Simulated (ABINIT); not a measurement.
An input for ABINIT 10.8.3 (Cl (Cmce)):

```
acell 3*1.0 Angstrom
rprim 
  3.145000000000 -2.250000000000 0.000000000000
  3.145000000000 2.250000000000 0.000000000000
  0.000000000000 0.000000000000 8.210000000000
ntypat 1
znucl 17
natom 4
typat 1 1 1 1
xred 
  0.870000000000 0.130000000000 0.100000000000
  0.630000000000 0.370000000000 0.600000000000
  0.130000000000 0.870000000000 0.900000000000
  0.370000000000 0.630000000000 0.400000000000
pp_dirpath "pseudos"
pseudos "Cl.upf"
ecut 25
ngkpt 4 4 2
nshiftk 1
shiftk 0 0 0
kptopt 1
chksymbreak 0
istwfk *1
occopt 1
irdwfk 1
optdriver 4
nband 101
gwcalctyp 28
ecutsigx 25
symsigma 0
nkptgw 14
kptgw 
  0.0000000000 0.0000000000 0.0000000000
  0.2500000000 0.0000000000 0.0000000000
  0.5000000000 0.0000000000 0.0000000000
  0.2500000000 0.2500000000 0.0000000000
  0.5000000000 0.2500000000 0.0000000000
  -0.2500000000 0.2500000000 0.0000000000
  0.5000000000 0.5000000000 0.0000000000
  0.0000000000 0.0000000000 0.5000000000
  0.2500000000 0.0000000000 0.5000000000
  0.5000000000 0.0000000000 0.5000000000
  0.2500000000 0.2500000000 0.5000000000
  0.5000000000 0.2500000000 0.5000000000
  -0.2500000000 0.2500000000 0.5000000000
  0.5000000000 0.5000000000 0.5000000000
bdgw 
  5 20
  5 20
  5 20
  5 20
  5 20
  5 20
  5 20
  5 20
  5 20
  5 20
  5 20
  5 20
  5 20
  5 20
ecuteps 4
irdscr 1
ppmodel 1
irdqps 1
rhoqpmix 0.3
indata_prefix "in"
outdata_prefix "out"
tmpdata_prefix "tmp"
```

```sh
OMP_NUM_THREADS=1 mpirun -n 4 abinit run.abi > log
```

**Question.** How long will it take on 4 MPI ranks of Intel Xeon Platinum 8259CL at 2.50GHz (Skylake/Cascade Lake), shared host, and how much memory?

It took 11 min; on shared hardware allow 5.3 min to 21 min. Peak host memory was 2.3 GiB.

[Paths, hosts, dates, memory and timing lines, banners, echoed tables and standing remarks are left out of the program output.]

[Logs are printed without paths, hosts, clocks, repeated set-up lines and the standing remarks that a program may print on its own settings, such as how far it seeks lower states.]

[Runs of the session that timed out or met a known fault of the program may be left out.]

[Hosts, paths, dates, database ids (printed as entryN), source tags and the programs' standing remarks are cut or masked in the printed files.]

[G0W0 gaps are taken among the corrected bands and points alone; a level outside them can change the order at an edge.]

[Where Ansatz stands beside ABINIT at settings called matched, ABINIT's density can come from a denser mesh and the files from another edition; pairs whose starting gaps differed by over 0.03 eV were left out, so agreement reads better than it is.]
